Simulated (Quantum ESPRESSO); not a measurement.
# MnF2: which magnetic order is lowest

Aim: find out which collinear order of MnF2 costs least.

Calculated with Quantum ESPRESSO 7.5; PBEsol; plane waves with GBRV 1.5 PBEsol potentials, no spin-orbit coupling.

### 1. The starting structure

Symmetry: P4_2/mnm, No. 136, tetragonal system. The conventional cell has a = 4.874 Å, b = 4.874 Å, c = 3.311 Å, α = 90.00°, β = 90.00°, γ = 90.00°. Mn has 6 F at 2.10 to 2.13 Å nearest. Nearest to F lie 3 Mn at 2.10 to 2.13 Å. Farther neighbours and most contacts between anions are not listed.

The cell comes from the Crystallography Open Database.

### 2. Run 1 (ferro ++)

The signs are those of the starting moments on the seeded atoms, the atoms that are given a moment.

The input, pw.in:

```
&CONTROL
  calculation = 'scf'
  prefix = 'pwscf'
  outdir = './tmp'
  pseudo_dir = './pseudo'
  disk_io = 'nowf'
/
&SYSTEM
  ibrav = 0
  celldm(1) = 8
  nat = 6
  ntyp = 2
  ecutwfc = 40
  ecutrho = 280
  nbnd = 44
  occupations = 'smearing'
  smearing = 'fd'
  degauss = 0.00367493
  nspin = 2
  starting_magnetization(1) = 0.3
  starting_magnetization(2) = 0
/
&ELECTRONS
  conv_thr = 1.2d-08
  electron_maxstep = 150
  mixing_beta = 0.3
/
ATOMIC_SPECIES
Mn     54.9380 mn_pbesol_v1.5.uspp.F.UPF
F      18.9984 f_pbesol_v1.4.uspp.F.UPF
CELL_PARAMETERS alat
   1.1512683982751    0.0000000000000    0.0000000000000
   0.0000000000000    1.1512683982751    0.0000000000000
   0.0000000000000    0.0000000000000    0.7820395350998
ATOMIC_POSITIONS crystal
Mn      0.0000000000    0.0000000000    0.0000000000
Mn      0.5000000000    0.5000000000    0.5000000000
F       0.3053000000    0.3053000000    0.0000000000
F       0.1947000000    0.8053000000    0.5000000000
F       0.6947000000    0.6947000000    0.0000000000
F       0.8053000000    0.1947000000    0.5000000000
K_POINTS automatic
6 6 6 0 0 0
```

Run with:

```bash
> OMP_NUM_THREADS=1 mpirun -n 4 pw.x -nk 4 -in pw.in > pw.out
```

Output:

```text
Program PWSCF v.7.5 starts

     Message from routine setup:
     using ibrav=0 with symmetry is DISCOURAGED, use correct ibrav instead

     K-points division:     npool     =       4
     Subspace diagonalization in iterative solution of the eigenvalue problem:

     G-vector sticks info
     --------------------
     sticks:   dense  smooth     PW     G-vecs:    dense   smooth      PW
     Sum        1893    1085    333                42069    18157    3081

     Using Slab Decomposition

     bravais-lattice index     =            0
     lattice parameter (alat)  =       8.0000  a.u.
     unit-cell volume          =     530.7034 (a.u.)^3
     number of atoms/cell      =            6
     number of atomic types    =            2
     number of electrons       =        58.00
     number of Kohn-Sham states=           44
     kinetic-energy cutoff     =      40.0000  Ry
     charge density cutoff     =     280.0000  Ry
     scf convergence threshold =      1.2E-08
     mixing beta               =       0.3000
     number of iterations used =            8  plain     mixing
     Exchange-correlation= SLA  PW   PSX  PSC
                           (   1   4  10   8   0   0   0)

     celldm(1)=   8.000000  celldm(2)=   0.000000  celldm(3)=   0.000000
     celldm(4)=   0.000000  celldm(5)=   0.000000  celldm(6)=   0.000000

     crystal axes: (cart. coord. in units of alat)
               a(1) = (   1.151268   0.000000   0.000000 )
               a(2) = (   0.000000   1.151268   0.000000 )
               a(3) = (   0.000000   0.000000   0.782040 )

     reciprocal axes: (cart. coord. in units 2 pi/alat)
               b(1) = (  0.868607  0.000000  0.000000 )
               b(2) = (  0.000000  0.868607  0.000000 )
               b(3) = (  0.000000  0.000000  1.278708 )

     PseudoPot. # 1 for Mn read from file:
     mn_pbesol_v1.5.uspp.F.UPF
     Pseudo is Ultrasoft + core correction, Zval = 15.0
     Generated by new atomic code, or converted to UPF format
     Using radial grid of  859 points,  6 beta functions with:
                l(1) =   0
                l(2) =   0
                l(3) =   1
                l(4) =   1
                l(5) =   2
                l(6) =   2
     Q(r) pseudized with  8 coefficients,  rinner =    0.950   0.950   0.950
                                                       0.950   0.950

     PseudoPot. # 2 for F  read from file:
     f_pbesol_v1.4.uspp.F.UPF
     Pseudo is Ultrasoft, Zval =  7.0
     Generated by new atomic code, or converted to UPF format
     Using radial grid of  799 points,  4 beta functions with:
                l(1) =   0
                l(2) =   0
                l(3) =   1
                l(4) =   1
     Q(r) pseudized with  8 coefficients,  rinner =    0.950   0.950   0.950

     atomic species   valence    mass     pseudopotential
     Mn               15.00    54.93800     Mn( 1.00)
     F                 7.00    18.99840     F ( 1.00)

     Starting magnetic structure
     atomic species   magnetization
     Mn              0.300
     F               0.000

     16 Sym. Ops., with inversion, found ( 8 have fractional translation)

   Cartesian axes

     site n.     atom                  positions (alat units)
         1        Mn     tau(   1) = (   0.0000000   0.0000000   0.0000000  )
         2        Mn     tau(   2) = (   0.5756342   0.5756342   0.3910198  )
         3        F      tau(   3) = (   0.3514822   0.3514822   0.0000000  )
         4        F      tau(   4) = (   0.2241520   0.9271164   0.3910198  )
         5        F      tau(   5) = (   0.7997862   0.7997862   0.0000000  )
         6        F      tau(   6) = (   0.9271164   0.2241520   0.3910198  )

     number of k points=    40  Fermi-Dirac smearing, width (Ry)=  0.0037
                       cart. coord. in units 2pi/alat
        k(    1) = (   0.0000000   0.0000000   0.0000000), wk =   0.0046296
        k(    2) = (   0.0000000   0.0000000   0.2131180), wk =   0.0092593
        k(    3) = (   0.0000000   0.0000000   0.4262359), wk =   0.0092593
        k(    4) = (   0.0000000   0.0000000  -0.6393539), wk =   0.0046296
        k(    5) = (   0.0000000   0.1447679   0.0000000), wk =   0.0185185
        [... 35 further k-points ...]

     Dense  grid:    42069 G-vectors     FFT dimensions: (  50,  50,  36)

     Smooth grid:    18157 G-vectors     FFT dimensions: (  40,  40,  30)

     Check: negative core charge=   -0.000039
     Generating pointlists ...
     new r_m :   0.2050 (alat units)  1.6403 (a.u.) for type    1
     new r_m :   0.2050 (alat units)  1.6403 (a.u.) for type    2

     Initial potential from superposition of free atoms

     starting charge      56.9998, renormalised to      58.0000
     Starting wfcs are   42 randomized atomic wfcs +    2 random wfcs

     Self-consistent Calculation

     iteration #  1     ecut=    40.00 Ry     beta= 0.30
     Davidson diagonalization with overlap
     ethr =  1.00E-02,  avg # of iterations =  5.1

     Threshold (ethr) on eigenvalues was too large:
     Diagonalizing with lowered threshold

     Davidson diagonalization with overlap
     ethr =  7.34E-04,  avg # of iterations =  1.1

     total energy              =    -616.47513918 Ry
     estimated scf accuracy    <       0.43393774 Ry

     total magnetization       =    10.00 Bohr mag/cell
     absolute magnetization    =    10.00 Bohr mag/cell

     iteration #  2     ecut=    40.00 Ry     beta= 0.30
     Davidson diagonalization with overlap
     ethr =  7.48E-04,  avg # of iterations =  1.6

     total energy              =    -616.55504460 Ry
     estimated scf accuracy    <       0.04487553 Ry

     total magnetization       =    10.00 Bohr mag/cell
     absolute magnetization    =    10.00 Bohr mag/cell

     iteration #  3     ecut=    40.00 Ry     beta= 0.30
     Davidson diagonalization with overlap
     ethr =  7.74E-05,  avg # of iterations =  2.2

     negative rho (up, down):  0.000E+00 1.053E-03

     total energy              =    -616.56718748 Ry
     estimated scf accuracy    <       0.02071024 Ry

     total magnetization       =    10.00 Bohr mag/cell
     absolute magnetization    =    10.00 Bohr mag/cell

     [... further iterations left out ...]

     iteration #  8     ecut=    40.00 Ry     beta= 0.30
     Davidson diagonalization with overlap
     ethr =  2.05E-09,  avg # of iterations =  2.0

     negative rho (up, down):  0.000E+00 1.428E-03

     total energy              =    -616.56912963 Ry
     estimated scf accuracy    <       0.00000011 Ry

     total magnetization       =    10.00 Bohr mag/cell
     absolute magnetization    =    10.00 Bohr mag/cell

     iteration #  9     ecut=    40.00 Ry     beta= 0.30
     Davidson diagonalization with overlap
     ethr =  1.91E-10,  avg # of iterations =  2.3

     negative rho (up, down):  0.000E+00 1.428E-03

     total energy              =    -616.56912977 Ry
     estimated scf accuracy    <       0.00000003 Ry

     total magnetization       =    10.00 Bohr mag/cell
     absolute magnetization    =    10.00 Bohr mag/cell

     iteration # 10     ecut=    40.00 Ry     beta= 0.30
     Davidson diagonalization with overlap
     ethr =  5.15E-11,  avg # of iterations =  1.8

     negative rho (up, down):  0.000E+00 1.428E-03

     total energy              =    -616.56912981 Ry
     estimated scf accuracy    <       0.00000002 Ry

     total magnetization       =    10.00 Bohr mag/cell
     absolute magnetization    =    10.00 Bohr mag/cell

     iteration # 11     ecut=    40.00 Ry     beta= 0.30
     Davidson diagonalization with overlap
     ethr =  3.20E-11,  avg # of iterations =  2.0

     negative rho (up, down):  0.000E+00 1.427E-03

     Magnetic moment per site  (integrated on atomic sphere of radius R)
     atom   1 (R=0.205)  charge= 12.3447  magn=  4.1809
     atom   2 (R=0.205)  charge= 12.3447  magn=  4.1809
     atom   3 (R=0.205)  charge=  6.6936  magn=  0.1017
     atom   4 (R=0.205)  charge=  6.6936  magn=  0.1017
     atom   5 (R=0.205)  charge=  6.6936  magn=  0.1017
     atom   6 (R=0.205)  charge=  6.6936  magn=  0.1017

     End of self-consistent calculation

     [... lines left out ...]
     the Fermi energy is     7.6889 ev

!    total energy              =    -616.56912985 Ry
     estimated scf accuracy    <          3.7E-10 Ry
     smearing contrib. (-TS)   =      -0.00000006 Ry
     internal energy E=F+TS    =    -616.56912979 Ry

     The total energy is F=E-TS. E is the sum of the following terms:
     one-electron contribution =    -374.66459916 Ry
     hartree contribution      =     212.24513583 Ry
     xc contribution           =     -89.96332752 Ry
     ewald contribution        =    -364.18633894 Ry

     total magnetization       =    10.00 Bohr mag/cell
     absolute magnetization    =    10.00 Bohr mag/cell

     convergence has been achieved in  11 iterations

=------------------------------------------------------------------------------=
   JOB DONE.
=------------------------------------------------------------------------------=
```

Run time: 36 s. Hardware: 4 MPI ranks of Intel Xeon Platinum 8488C (Sapphire Rapids), shared host; peak memory 0.56 GiB.

Spin moment in the atom's sphere by atom:

| atom | spin moment in the atom's sphere (μB) |
| --- | --- |
| Mn1 | 4.18 |
| Mn2 | 4.18 |
| F3 | 0.10 |
| F4 | 0.10 |
| F5 | 0.10 |
| F6 | 0.10 |

Read from the output:

| Item | Value |
| --- | --- |
| smearing term TS | 8.33e-7 eV |
| magnetization | 10 μB |
| absolute magnetization | 10.00 μB |
| final state | ferromagnetic |

Spin density in the ab plane at fractional z = 0.000, with atoms of Mn and F within 0.2 Å of it.

Ten even steps from '0' (0.0 e/Å³) to '9' (6.9 e/Å³), each cell a mean:
```
73000000000015
10000000000001
00000000000000
00000000000000
00000000000000
00000000000000
00000000000000
00000000000000
00000000000000
00000000000000
00000000000000
31000000000002
94000000000017
```
Columns run along a (4.9 Å), rows up along b (4.9 Å). Atoms in or near the plane, at fractional coordinates: Mn at (0.00, 0.00), F at (0.31, 0.31), F at (0.69, 0.69).

Valence density in the ab plane at fractional z = 0.000, with atoms of Mn and F within 0.2 Å of it. It is the smooth field of the valence electrons, not physical close to the nuclei.

Ten steps, logarithmic in the rise over the least value, from '0' (0 e/Å³) to '9' (16 e/Å³), each cell a mean:
```
98410000001269
64200000233235
21000002477522
00000003699631
00000002588520
00000001354310
00123211111100
01357631000000
01479841000000
12478741000000
43345420000023
86322100000147
99510000000279
```
Columns run along a (4.9 Å), rows up along b (4.9 Å). Atoms in or near the plane, at fractional coordinates: Mn at (0.00, 0.00), F at (0.31, 0.31), F at (0.69, 0.69).

(Part 1 of 2 ends here.)

[Logs and program files are shortened in this print: banners, set-up blocks, solver, clock and traceback lines can be left out without a mark of their own.]

[Logs are printed without paths, hosts, clocks, repeated set-up lines and the standing remarks that a program may print on its own settings, such as how far it seeks lower states.]

[Hosts, paths, dates, database ids (printed as entryN), source tags and the programs' standing remarks are cut or masked in the printed files.]

[Where a cell is said to come from a database of computed structures, the database is the Materials Project.]
